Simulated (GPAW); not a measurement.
# Nb2NS2 MXene monolayer: simulated STM images, part 2 of 2

Aim: Tersoff-Hamann images of Nb2NS2 MXene monolayer at several biases.

GPAW 26.7.0; GPAW, PAW setups; layer in a repeated cell with vacuum, relaxation of atoms and in-plane cell (the session's first sound run).

So far. Step 2 (Relaxing the atoms): The relaxation lowered the energy of the cell by 0.812 eV (energies extrapolated to zero smearing; the optimiser's log prints free energies). The largest force left on a free atom is 0.0011 eV/Å.

### Step 3. The slab's potential (continued)

Level of this step: GPAW, PAW setups; slab in vacuum (GPAW).

Table of pseudo valence density, planar mean by z:

```
z (Å)  pseudo valence density, planar mean (e/Å³)
 0.00                                           0
 0.56                                           0
 1.11                                           0
 1.49                                           0
 2.04                                           0
 2.60                                      2.9e-6
 3.16                                      1.4e-5
 3.72                                      8.0e-5
 4.09                                      2.5e-4
 4.65                                     0.00147
 5.20                                     0.00880
 5.76                                      0.0531
 6.32                                       0.248
 6.88                                       0.376
 7.25                                       0.462
 7.80                                       0.441
 8.36                                        1.02
 8.92                                       0.965
 9.48                                       0.686
 9.85                                       0.714
10.41                                       0.721
10.96                                        1.28
11.52                                       0.504
12.08                                       0.474
12.45                                       0.392
13.01                                       0.342
13.57                                      0.0939
14.12                                      0.0161
14.68                                     0.00266
15.24                                      4.5e-4
15.61                                      1.4e-4
16.17                                      2.6e-5
16.72                                      4.9e-6
17.28                                           0
17.84                                           0
18.21                                           0
18.77                                           0
19.33                                           0
```

Tip height over the top atom over a1 and a2. Sample bias -1 V, constant current at the mean current 4.0 Å over the top atom.

Ten even steps from '0' (3.94 Å) to '9' (4.05 Å):
```
334433454454334433
344323333333234433
443222222222234433
432221111122234444
433210000123345555
543210001234566766
553210012355678876
543210123456789876
543211234567899876
553222355679999976
543223456799889976
532223567898889876
433334678998899876
444445689999999865
444445788899888754
333345677777776543
333345666666665433
333444555555544433
```
Columns: a1 from 0 to 0.944; rows upwards: a2 from 0 to 0.944.

Local density of states summed over the bias window over a1 and a2. Sample bias -1 V, constant height 4.0 Å over the top atom.

Ten even steps from '_' (0.83 × 1e-6 arbitrary) to '@' (1.14 × 1e-6 arbitrary):
```
::--==--::::--==----==--::::--==--::
::====::..::--::::::--::..::====::::
----::....::........::....::--------
--::........______........::--======
--::::::..________..::::::--++++++++
==----..__________..----==++**##**++
++==::..________..::==++++##%%%%##++
++--::..______..::--++++##%%@@%%##++
++--::........::--++**##%%@@@@%%##**
++==--::..::--==++**##@@@@@@@@@@##**
++--::....::--++++##@@@@@@@@@@@@##++
==::......::==++##%%@@@@%%@@@@%%##++
--::::::::--++##%%@@@@@@@@@@@@%%##++
----==----++**%%@@@@@@@@@@@@@@%%**++
--====--==++##%%%%%%@@@@%%%%%%##++==
::--::--==++**##############**++==--
::::::--==++++++++****++++++++==--::
::::::------==++++++++++==------::::
```
Columns: a1 from 0 to 0.944; rows upwards: a2 from 0 to 0.944.

Tip height over the top atom over a1 and a2. Sample bias 1 V, constant current at the mean current 4.0 Å over the top atom.

Ten even steps from '0' (3.964 Å) to '9' (4.018 Å):
```
245567556655765542
655555456545555566
655433444433455688
665322222223566777
775322112235777777
754421112445787778
655421124556788887
766422246677888887
865422456899899899
754323457999999999
655335567998998997
775457778899999887
765567888999999888
655567788998998877
655677788899888777
646877788999887778
226877877997787786
026667767876776662
```
Columns: a1 from 0 to 0.944; rows upwards: a2 from 0 to 0.944.

Local density of states summed over the bias window over a1 and a2. Sample bias 1 V, constant height 4.0 Å over the top atom.

Ten even steps from '0' (1.77 × 1e-6 arbitrary) to '9' (2.04 × 1e-6 arbitrary):
```
244566546645665442
544544355534454456
555422333322455577
564212212212465676
764221111224676666
653321112335677677
545311113545777777
665321235667888887
765322356799899899
643212346998898899
554224557988998897
664446678889998887
765567778999999877
554556778988898776
544566678888887666
545776778999877677
226766777997776676
025557656765675552
```
Columns: a1 from 0 to 0.944; rows upwards: a2 from 0 to 0.944.

The potential is flat to 3.6e-4 eV/Å where it is read, so the vacuum is wide enough.

### Step 4. Outcome

| Item | Value |
| --- | --- |
| work function, upper and lower face | 5.412 and 5.405 eV |
| dipole along the normal | -3.0e-4 e Å |
| corrugation at -1 V | 0.117 Å |
| corrugation at 1 V | 0.0540 Å as printed, 0.042 Å or less without short-wave noise |

At 1 V GPAW's map carries short-wave noise, which can't be real at this height: without waves under 1.5 Å it spans 0.042 Å against 0.054 Å printed. The reading below uses the filtered value, which may still be too high. The corrugation at constant current is largest at -1 V, where the tip height varies by 0.12 Å over the cell. Negative sample bias images filled states, positive bias empty ones. The images are of Tersoff-Hamann type: an s-wave tip, no tip-sample forces, heights closer than in a microscope. The starting lattice was a guess from atomic radii; the relaxation moved it by 7 %. The small printed dipole stands for a step of 5.8 meV from the lower to the upper face, and the probes find 6.3 meV; values this small are near the numerical noise of both. The cell holds an odd number of electrons, so without spin polarisation it must come out metallic and without a moment, whatever its true state. The layer's cell and atoms come from the relaxation; spin-orbit coupling and temperature are left out.

[Logs are printed without paths, hosts, clocks, repeated set-up lines and the standing remarks that a program may print on its own settings, such as how far it seeks lower states.]

[Hosts, paths, dates, database ids (printed as entryN), source tags and the programs' standing remarks are cut or masked in the printed files.]
